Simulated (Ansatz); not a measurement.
## What BiP (model cell, started as CsCl type) distorts into

Which phase does BiP (model cell, started as CsCl type) fall into along its unstable mode, and how much energy does it gain?

Program: Ansatz 0.2.0. Level of theory: DFT PBEsol, scalar-relativistic, plane waves, PAW. Results are calculated unless marked as measured.

The structure was built from a prototype and need not be the compound's stable phase.

## (1) The starting structure

The structure is cubic, space group Pm-3m (No. 221). Conventional cell: a = 3.527 Å, b = 3.527 Å, c = 3.527 Å, α = 90.00°, β = 90.00°, γ = 90.00°. Nearest to Bi lie 8 P at 3.05 Å. Nearest to P lie 8 Bi at 3.05 Å. Farther neighbours are not listed.

Structure file:

```cif
data_structure
_symmetry_space_group_name_H-M 'P 1'
_symmetry_Int_Tables_number 1
_cell_length_a 3.5275
_cell_length_b 3.5275
_cell_length_c 3.5275
_cell_angle_alpha 90.000
_cell_angle_beta 90.000
_cell_angle_gamma 90.000
_cell_volume 43.89
loop_
_atom_site_label
_atom_site_type_symbol
_atom_site_fract_x
_atom_site_fract_y
_atom_site_fract_z
_atom_site_occupancy
Bi1 Bi 0.00000 0.00000 0.00000 1
P2 P 0.50000 0.50000 0.50000 1
```

## (2) Response at finite wavevector

The cell comes from relaxations at this level that are not shown. Stability and thermal properties need the whole zone. Linear response on a 4×4×4 q mesh gives force constants as far as a supercell of that size would.

The input, input.yaml:

```yaml
crystal:
  lattice:
    - [3.5274518236, 0.0, 0.0]
    - [0.0, 3.5274518236, 0.0]
    - [0.0, 0.0, 3.5274518236]
  atoms:
    - { symbol: Bi, position: [0.0, 0.0, 0.0] }
    - { symbol: P, position: [0.5, 0.5, 0.5] }
kpoints:
  mp_grid: { grid: [12, 12, 12] }
hamiltonian:
  xc: pbesol
scf:
  occupations: { method: methfessel_paxton, width: 0.2 }
output:
  eigenvalues: true
phonons:
  method: dfpt
  qmesh: [4, 4, 4]
  temperatures: { t_max: 1000, t_step: 50 }
  qpath:
    path:
      - [[0.0, 0.0, 0.0], [0.0, 0.5, 0.0], [0.5, 0.5, 0.0], [0.0, 0.0, 0.0], [0.5, 0.5, 0.5], [0.0, 0.5, 0.0]]
      - [[0.5, 0.5, 0.5], [0.5, 0.5, 0.0]]
    npoints: 10
```

The run is started by

```sh
$ ansatz run input.yaml --threads 4 --pin off --max-ram 7168MiB --backend cpu --events-out ev --progress --plain --runs-dir out
```

Numbers of over 12 decimals in the logs are rounded to 6 here.

What it wrote:

```text
Engine: ansatz 0.2.0, aarch64-unknown-linux-gnu
Pseudopotentials: kind: paw
Pseudopotential: Bi, paw, valence charge 15, recommended cutoff 420 eV (normal), Bi.paw.azcp
Pseudopotential: P, paw, valence charge 5, recommended cutoff 420 eV (normal), P.paw.azcp
Functional definition: PBEsol
  exchange = pbesol_x
  correlation = pbesol_c
Crystal: 2 atoms, lattice volume = 43.892 Å³
Basis set: ecut = 420 eV, 847 PW (Γ), exchange–correlation on 48×48×48 points (8 copies of the dense FFT grid, shifted against one another)
Bands: 14, of which v1, the nominal top of the filled ones, is band 10 counted from 1 (9 counted from 0)
Symmetry: 48 space group operations
k-points: 84 of 1728
Non-local potential: Bi, projectors of the file, l = 0: 2, l = 1: 2, l = 2: 2, l = 3: 2
Non-local potential: P, projectors of the file, l = 0: 2, l = 1: 2, l = 2: 2
PAW form: soft (Blöchl's): semilocal exchange-correlation on the pseudo side does not see the compensation charge
PAW frozen core: Bi, regenerated for the run's functional, and the local potential with it (the file was generated under x = pbe(κ = 0.804, μ = 0.219515), c = pbe(β = 0.066725))
PAW frozen core: P, regenerated for the run's functional, and the local potential with it (the file was generated under x = pbe(κ = 0.804, μ = 0.219515), c = pbe(β = 0.066725))
PAW one-centre angular grid: Bi, 590 points (default); XC on 64 Gauss nodes
PAW one-centre angular grid: P, 110 points (default); XC on 64 Gauss nodes
Initial density: superposition of atomic densities (neutral atoms: chi_scale 0, normalization atom), corrected by the library's trained network
Initial wavefunctions: pseudopotential atomic-orbital guess
Functional: x = pbesol(κ = 0.804, μ = 0.123457), c = pbesol(β = 0.046)
SCF iter   1: F=—  HF=-12981.349184 eV  |F-HF|=—  |Δ(HF+E_count)|=         —  Δρ=6.99e-3  dr2=4.91e-2  ethr=1.77e-3  ⟨swp⟩=5.4  Hψ=6481  notcnv=0
preconditioner: auto → none  [metal: Δε(μ)=0.025 eV  Ē_g=18.282 eV  σ=0.200 eV  W_gap=0.10  n_scr=6 (ndim 8)  ℏωp=25.1 eV  f_vac=0.000  D(μ)=1.24/eV (n_scr^D=6)  sad-step TF]
SCF iter   2: F=—  HF=-12981.343013 eV  |F-HF|=—  |Δ(HF+E_count)|=   6.17e-3  S|Δr|=    0.00e0  Δρ=5.61e-3  dr2=3.23e-2  ethr=2.45e-4  ⟨swp⟩=1.2  Hψ=1871  notcnv=0
SCF iter   3: F=—  HF=-12981.336209 eV  |F-HF|=—  |Δ(HF+E_count)|=   6.80e-3  S|Δr|=    0.00e0  Δρ=2.36e-3  dr2=5.95e-3  ethr=1.61e-4  ⟨swp⟩=1.2  Hψ=1192  notcnv=0
SCF iter   4: F=—  HF=-12981.334967 eV  |F-HF|=—  |Δ(HF+E_count)|=   1.24e-3  S|Δr|=    0.00e0  Δρ=1.01e-3  dr2=3.95e-4  ethr=2.97e-5  ⟨swp⟩=2.7  Hψ=1944  notcnv=0
SCF iter   5: F=—  HF=-12981.334737 eV  |F-HF|=—  |Δ(HF+E_count)|=   2.30e-4  S|Δr|=    0.00e0  Δρ=1.04e-4  dr2=1.63e-6  ethr=1.97e-6  ⟨swp⟩=2.0  Hψ=1994  notcnv=0
SCF iter   6: F=—  HF=-12981.334726 eV  |F-HF|=—  |Δ(HF+E_count)|=   1.10e-5  S|Δr|=    0.00e0  Δρ=1.81e-5  dr2=1.35e-7  ethr=8.13e-9  ⟨swp⟩=2.1  Hψ=1728  notcnv=0
SCF iter   7: F=—  HF=-12981.334726 eV  |F-HF|=—  |Δ(HF+E_count)|=   2.85e-8  S|Δr|=    0.00e0  Δρ=1.57e-6  dr2=7.26e-10  ethr=6.77e-10  ⟨swp⟩=2.0  Hψ=2060  notcnv=0
SCF iter   8: F=—  HF=-12981.334726 eV  |F-HF|=—  |Δ(HF+E_count)|=  3.71e-10  S|Δr|=    0.00e0  Δρ=3.49e-7  dr2=6.48e-11  ethr=3.63e-12  ⟨swp⟩=2.2  Hψ=2101  notcnv=0
SCF iter   9: F=-12981.334726 eV  HF=-12981.334726 eV  |F-HF|=3.64e-12  |Δ(HF+E_count)|=  6.18e-11  S|Δr|=    0.00e0  Δρ=5.69e-8  dr2=1.45e-12  ethr=1.00e-12  ⟨swp⟩=9.0  Hψ=6933  notcnv=0
SCF 1 converged in 9 iterations: F = -12981.334726 eV  dr2 = 1.45e-12
  greatest PAW one-centre occupation: 0.989 electrons in one spin orbital (limit 2), on the Bi atom at site 0 (counted from 0), in its partial waves of l = 2
Initial density: read from a saved state, or passed on in memory by an earlier SCF of this step, an earlier step, the calling program or the single point that the run made first
iter 1 solved again at ethr=1.17e-7 eV; its pass at ethr=3.10e-3 eV (dr2=2.33e-5 eV) is discarded
SCF iter   1: F=—  HF=-12981.334713 eV  |F-HF|=—  |Δ(HF+E_count)|=         —  Δρ=3.84e-7  dr2=8.55e-11  ethr=1.17e-7  ⟨swp⟩=4.2  Hψ=10723  notcnv=0
eigensolver tolerance schedule: the retry pair's looser diagonalisation over-reported the residual by 273083.63 of it (diagonalisation noise at an unbounded share of the residual, at the tolerance the schedule requests for it); recorded, not acted on — ethr = c·dr2/N_el stays at c = 1.0e-1
preconditioner: auto → none  [metal: Δε(μ)=0.066 eV  Ē_g=18.217 eV  σ=0.200 eV  W_gap=0.26  n_scr=6 (ndim 8)  ℏωp=25.1 eV  f_vac=0.000  D(μ)=1.19/eV (n_scr^D=6)]
SCF iter   2: F=—  HF=-12981.334726 eV  |F-HF|=—  |Δ(HF+E_count)|=   1.32e-5  S|Δr|=    0.00e0  Δρ=1.98e-7  dr2=1.91e-11  ethr=1.00e-12  ⟨swp⟩=4.5  Hψ=3421  notcnv=0
SCF iter   3: F=-12981.334726 eV  HF=-12981.334726 eV  |F-HF|=5.46e-12  |Δ(HF+E_count)|=  1.49e-10  S|Δr|=    0.00e0  Δρ=1.25e-7  dr2=7.26e-12  ethr=1.00e-12  ⟨swp⟩=5.1  Hψ=3373  notcnv=0
SCF 2 converged in 3 iterations: F = -12981.334726 eV  dr2 = 7.26e-12
phonons: the bands overlap, so this run is a metal and interpolates without the dipole-dipole term. If the crystal is really an insulator or semiconductor, its LO-TO splitting is missing
NSCF: frozen V_eff on 84 k-points
WARN: eigensolver did not converge in 3 slots of this pass, the one above among them; of largest residual over every band (k=81): 1 band(s) unlocked (lowest unlocked band 13, counted from 0; max residual 1.25e-4 eV among the unlocked bands, 1.25e-4 eV over every band); of lowest unlocked band (k=80): band 13
NSCF: frozen V_eff on 196 k-points
DFPT response loops at q = (0, 0, 0) (fractional): preconditioner auto → Kerker (q_TF=auto, 2.393 Å⁻¹) (partly filled bands, converged f_vac=0.000); β = 1.00, the filter's whole step (`scf.mixing.beta` (0.50) is not read by the response loops under this deck's `scf.mixing.preconditioner`; to damp them name `kerker` or `kerker_dos`, under which they read `scf.mixing.beta`, and type it under 1.00, their step now; both keys bind the ground state too); Broyden in place of MSR1
NSCF: frozen V_eff on 1176 k-points
DFPT response loops at q = (0, 0, 0.25) (fractional): mixed as the last ones told, above
NSCF: frozen V_eff on 686 k-points
DFPT response loops at q = (0, 0, -0.5) (fractional): mixed as the last ones told, above
NSCF: frozen V_eff on 2016 k-points
DFPT response loops at q = (0, 0.25, 0.25) (fractional): mixed as the last ones told, above
NSCF: frozen V_eff on 1176 k-points
DFPT response loops at q = (0, 0.25, -0.5) (fractional): mixed as the last ones told, above
NSCF: frozen V_eff on 686 k-points
DFPT response loops at q = (0, -0.5, -0.5) (fractional): mixed as the last ones told, above
NSCF: frozen V_eff on 1872 k-points
DFPT response loops at q = (0.25, 0.25, 0.25) (fractional): mixed as the last ones told, above
NSCF: frozen V_eff on 2016 k-points
DFPT response loops at q = (0.25, 0.25, -0.5) (fractional): mixed as the last ones told, above
NSCF: frozen V_eff on 1176 k-points
DFPT response loops at q = (0.25, -0.5, -0.5) (fractional): mixed as the last ones told, above
NSCF: frozen V_eff on 392 k-points
DFPT response loops at q = (-0.5, -0.5, -0.5) (fractional): mixed as the last ones told, above
SCF converged after 9 iterations
Stability not checked: this state was not tested for a lower state beside it, because cold or Methfessel-Paxton smearing, or corrected tetrahedra, fill the levels in a way that the test cannot read (fill_not_monotonic; see scf.lower_state_search)
Free energy (F): -12981.334726 eV
Harris-Foulkes:  -12981.334726 eV  (|F-HF|=3.64e-12)
Internal energy: -12981.335331 eV  (E = F + TS)
E sigma→0 (E₀):  -12981.334877 eV
Entropy (-TS):   0.000604 eV (0.302 meV/atom)
Fermi energy:    11.789571 eV
--- Per-component energies (eV) ---
  E_band       = -51.461006
  E_kinetic    = 371.147922
  E_local      = -1443.443672  (includes V_loc(G=0)·N_el)
  E_nonlocal   = 597.465663
  E_hartree    = 461.758786
  E_xc         = -211.481373
  E_vxc        = -205.081061  (∫ρ·V_xc dr)
  E_paw        = -11063.605273  (= ΣΔE_a)
  E_vpaw       = -295.067001  (= ΣTr[D̂ρ^β])
  E_aug_tail   = -0.000453  (compensation charges beyond the density's cutoff)
  E_ewald      = -1693.312780
  E_core_change = 0.135848  (= ΣΔE_core)
  E_smearing   = 0.000604  (= −TS)
  E_closure    = 0.000000  (closes the sum)
  Σ components = -12981.334726   (vs F -12981.334726, Δ=0.00e0)
--- Band table (eV; the first three rows and the last of 84) ---
  k-point 0: bands = [... 6 lower, 5.3489, 9.7854, 9.7854, 9.7854, 15.4563, 15.4563, 18.1085, 18.1085]
  k-point 1: bands = [... 6 lower, 5.1112, 9.7260, 9.8703, 9.8703, 15.5152, 15.8594, 17.7404, 17.8264]
  k-point 2: bands = [... 6 lower, 4.4478, 9.6999, 10.1219, 10.1219, 15.6902, 16.0611, 17.0850, 17.0850]
  k-point 83: bands = [... 6 lower, 3.2579, 9.0156, 9.0156, 9.0156, 9.0329, 9.0329, 9.0329, 27.2553]
--- Phonons (Γ-DFPT): 2 representative perturbations + reference (Σ response iterations 5) ---
  ASR residual: 1.064e-4 → 0.000e0 eV/Å²; symmetrization residual: 4.365e-6 eV/Å²
  ASR residual per site (eV/Å²): 1.06e-4 4.02e-5
  Γ frequencies (cm⁻¹): -63.34 -63.34 -63.34 0.00 0.00 0.00
--- Phonons (arbitrary-q DFPT): 10 irreducible q on the 4×4×4 mesh ---
  q = [0.0000, 0.0000, 0.0000] (star 1, of the zone-centre solve; hermiticity 2.19e-5, symmetrization 4.18e-12): -63.34 -63.34 -63.34 -0.00 0.00 0.00
  q = [0.0000, 0.0000, 0.2500] (star 6, 4 solved perturbations in 1848 linear systems a pass and spin channel, the states on 588 of 1728 k-point pairs; hermiticity 3.92e-6, symmetrization 3.53e-12): -10.75 -10.75 49.82 49.82 61.54 119.05
  q = [0.0000, 0.0000, -0.5000] (star 3, 4 solved perturbations in 1078 linear systems a pass and spin channel, the states on 343 of 1728 k-point pairs; hermiticity 1.16e-8, symmetrization 8.28e-10): 21.06 21.06 58.26 58.26 93.12 183.78
  q = [0.0000, 0.2500, 0.2500] (star 12, 4 solved perturbations in 3108 linear systems a pass and spin channel, the states on 1008 of 1728 k-point pairs; hermiticity 3.38e-6, symmetrization 9.56e-13): -70.15 -4.34 26.65 53.24 60.81 150.60
  q = [0.0000, 0.2500, -0.5000] (star 12, 6 solved perturbations on 588 of 1728 k-point pairs; hermiticity 2.26e-6, symmetrization 3.29e-8): -98.86 -30.81 52.43 80.26 101.91 155.04
  q = [0.0000, -0.5000, -0.5000] (star 3, 4 solved perturbations in 1078 linear systems a pass and spin channel, the states on 343 of 1728 k-point pairs; hermiticity 3.92e-6, symmetrization 3.30e-11): -141.32 -50.33 64.70 64.70 93.27 93.27
  q = [0.2500, 0.2500, 0.2500] (star 8, 2 solved perturbations on 936 of 1728 k-point pairs; hermiticity 2.84e-6, symmetrization 5.59e-12): 50.32 56.56 56.56 95.78 114.24 114.24
  q = [0.2500, 0.2500, -0.5000] (star 12, 4 solved perturbations in 3108 linear systems a pass and spin channel, the states on 1008 of 1728 k-point pairs; hermiticity 2.35e-7, symmetrization 4.15e-8): 34.70 41.89 61.66 78.18 138.96 143.69
  q = [0.2500, -0.5000, -0.5000] (star 6, 4 solved perturbations in 1848 linear systems a pass and spin channel, the states on 588 of 1728 k-point pairs; hermiticity 3.17e-6, symmetrization 3.04e-9): 46.11 73.27 73.27 118.64 118.64 119.98
  q = [-0.5000, -0.5000, -0.5000] (star 1, 2 solved perturbations on 196 of 1728 k-point pairs; hermiticity 1.07e-9, symmetrization 5.34e-10): 82.11 82.11 82.11 170.77 170.77 170.77
  sum rule: each row above includes the acoustic sum rule's correction from the zone centre's row sums; it moved no ω² by more than (0.59 cm⁻¹)²
  mesh force constants: q→R imaginary residual 5.47e-19; ASR residual 1.064e-4 → 0.000e0 eV/Å²; symmetrization residual 1.332e-15 eV/Å²
  interpolated dispersion: 62 rows × 6 modes
  density of states and harmonic sums: on the 20×20×20 q-mesh, interpolated from the force constants of a 4×4×4 supercell (no non-analytic term)
  largest difference from the sums on the solved wave vectors: F 3.94e-2 eV, S 4.41e-5 and C_V 7.80e-6 eV/K
  zero-point energy: 0.024796 eV/cell   skipped modes (ω ≤ 0): 308, of them read as no rigid motion or as one in doubt: 305 (1.070e0 modes/cell left out, lowest -141.32 cm⁻¹)   left out of the sums: 1.78e-1 of the cell's modes: C_V's classical limit lies that fraction below 3 k_B per atom; for a crystal, a wire or a layer, F and S can be off by more, and a phonons.interpolated_qmesh denser along its periods is the remedy for the sampling
```

Wall time 2.7 min (4 threads of Arm Neoverse V2, shared host); peak memory 1.7 GiB.

Numbers from this step:

```
volume per atom                                         : 21.95 Å³
gap on the k-mesh                                       : 0 eV
sum-rule residual before enforcement                    : 1.06e-4 eV/Å²
lowest frequency on the path                            : -141.3 cm⁻¹
point group                                             : m-3m
highest frequency on the path or at a solved wavevector : 183.8 cm⁻¹
highest optical mode at the zone centre (no LO-TO term) : -63.34 cm⁻¹
lowest optical zone-centre mode                         : -63.34 cm⁻¹
lowest mode on the q mesh (acoustic modes at Γ apart)   : -141.3 cm⁻¹
```

Frequencies (cm⁻¹) solved at each irreducible wavevector; negative means imaginary. Frequencies by wavevector, by row:

```csv
q in reciprocal lattice units,star,mode 1,mode 2,mode 3,mode 4,mode 5,mode 6
0 0 0,1,-63.3,-63.3,-63.3,0,0,0
0 0 0.25,6,-10.8,-10.8,49.8,49.8,61.5,119
0 0 -0.5,3,21.1,21.1,58.3,58.3,93.1,183.8
0 0.25 0.25,12,-70.2,-4.3,26.6,53.2,60.8,150.6
0 0.25 -0.5,12,-98.9,-30.8,52.4,80.3,101.9,155
0 -0.5 -0.5,3,-141.3,-50.3,64.7,64.7,93.3,93.3
0.25 0.25 0.25,8,50.3,56.6,56.6,95.8,114.2,114.2
0.25 0.25 -0.5,12,34.7,41.9,61.7,78.2,139,143.7
0.25 -0.5 -0.5,6,46.1,73.3,73.3,118.6,118.6,120
-0.5 -0.5 -0.5,1,82.1,82.1,82.1,170.8,170.8,170.8
```

Interpolated from a 4×4×4 q mesh. The phonon branches at the labelled points (cm⁻¹):

| point | branch 1 | branch 2 | branch 3 | branch 4 | branch 5 | branch 6 |
| --- | --- | --- | --- | --- | --- | --- |
| Γ | -63 | -63 | -63 | 0 | 0 | 0 |
| halfway | -11 | -11 | 50 | 50 | 62 | 119 |
| X | 21 | 21 | 58 | 58 | 93 | 184 |
| halfway | -99 | -31 | 52 | 80 | 102 | 155 |
| M | -141 | -50 | 65 | 65 | 93 | 93 |
| halfway | -70 | -4 | 27 | 53 | 61 | 151 |
| Γ | -63 | -63 | -63 | 0 | 0 | 0 |
| halfway | 50 | 57 | 57 | 96 | 114 | 114 |
| R | 82 | 82 | 82 | 171 | 171 | 171 |
| halfway | 35 | 42 | 62 | 78 | 139 | 144 |
| X | 21 | 21 | 58 | 58 | 93 | 184 |
| jump to R | 82 | 82 | 82 | 171 | 171 | 171 |
| halfway | 46 | 73 | 73 | 119 | 119 | 120 |
| M | -141 | -50 | 65 | 65 | 93 | 93 |

The phonon branches as a text plot (rows in cm⁻¹):

```
    177 |      ****                           **       ***
    163 |     *    *                        **  ***   *   **
    150 |                 ****             *     * ***     **
    136 |    *      *         *          ** *     ***       *
    123 |   *        *   *                        *  *       *
    109 |           * * *      *     ****  *          *
     96 |      ***** *****              ***            ***    ***
     82 |     *   ***     *         *  *    ************  ***
     69 |  * *   *   ********   *        ****    ***    *  * ****
     55 |   ******  **    *  **         *  *      * **   *  *
     42 | *       **       ** **   * *** **        ** ***    *
     28 |  *     *           * ***  *               **  *
     14 |**  *****              ** *                  ****
      1 |                    *    *                    *
    -13 |   *     *        **        **
    -26 |          *                                          *
    -40 | **        **   **   **   *                 **        *
    -53 |**       *   ***     **** **                         * *
    -67 |*                   *   **
    -80 |          *
    -94 |                  **
   -107 |                 *                                    *
   -121 |           **
   -135 |             ****                                      *
         Γ      X      M          Γ            R        X|R     M
```

Symmetry leaves 10 wavevectors to solve. The lowest mode among them, the acoustic zeros apart, lies at q = (0, -0.5, -0.5) and is imaginary, 141.3i cm⁻¹, so the energy falls along it.

## (3) The mode frozen in, largest atomic shift 0 Å

The mode followed lies at q = (0, -0.5, -0.5) with frequency 141.3i cm⁻¹, the softest among the wavevectors solved. At small amplitude the distorted cell has space group no. 129 by a symmetry search on the positions. The undistorted cell that holds it gives the zero of energy on the same k mesh.

System of this step: BiP (model cell, started as CsCl type). The structure is cubic, space group Pm-3m (No. 221). Conventional cell: a = 3.527 Å, b = 3.527 Å, c = 3.527 Å, α = 90.00°, β = 90.00°, γ = 90.00°. Bi has 8 P at 3.05 Å nearest. Nearest to P lie 8 Bi at 3.05 Å. Farther neighbours are not listed.

The input, input.yaml:

```yaml
crystal:
  lattice:
    - [-3.5274518236, 0.0, 0.0]
    - [0.0, -3.5274518236, -3.5274518236]
    - [0.0, -3.5274518236, 3.5274518236]
  atoms:
    - { symbol: Bi, position: [1.0, 0.0, 0.0] }
    - { symbol: Bi, position: [1.0, 0.5, 0.5] }
    - { symbol: P, position: [0.5, 1.0, 0.5] }
    - { symbol: P, position: [0.5, 0.5, 0.0] }
kpoints:
  mp_grid: { grid: [12, 8, 8] }
hamiltonian:
  xc: pbesol
scf:
  occupations: { method: methfessel_paxton, width: 0.2 }
output:
  forces: true
  stress: true
  eigenvalues: true
```

What it wrote:

```text
[...]
Crystal: 4 atoms, lattice volume = 87.784 Å³
Basis set: ecut = 420 eV, 1719 PW (Γ), exchange–correlation on 48×72×72 points (8 copies of the dense FFT grid, shifted against one another)
Bands: 24, of which v1, the nominal top of the filled ones, is band 20 counted from 1 (19 counted from 0)
Symmetry: 32 space group operations
[...]
k-points: 105 of 768
[...]
k-point 0: bands = [... 16 lower, 9.7872, 9.7893, 9.7893, 12.4982, 15.4557, 15.4589, 15.6698, 15.9350, ... 4 higher]
  k-point 1: bands = [... 16 lower, 9.5036, 9.8825, 10.0818, 12.4502, 15.4458, 15.4673, 15.6266, 15.8287, ... 4 higher]
  k-point 2: bands = [... 16 lower, 8.8329, 10.1626, 10.7763, 12.2321, 14.5597, 15.1517, 15.5100, 16.1731, ... 4 higher]
  k-point 104: bands = [... 16 lower, 5.8391, 5.8391, 12.5031, 12.5031, 15.6690, 15.6690, 15.9319, 15.9319, ... 4 higher]
[key lines of the parts left out:]
SCF converged after 7 iterations
Free energy (F): -25962.660604 eV
Fermi energy:    11.800244 eV
P = ⅓ Tr σ = 0.1650 GPa (1.650 kbar)
```

Run time: 3.2 s. Hardware: 4 threads; peak memory 0.5 GiB.

This step gave:

| Quantity | Value |
| --- | --- |
| pressure | 0.1650 GPa |
| energy from the undistorted cell | 0 meV/atom |

The run ends at a pressure of 0.17 GPa.

(Part 1 of 3 ends here.)

[Logs are printed without paths, hosts, clocks, repeated set-up lines and the standing remarks that a program may print on its own settings, such as how far it seeks lower states.]

[Hosts, paths, dates, database ids (printed as entryN), source tags and the programs' standing remarks are cut or masked in the printed files.]
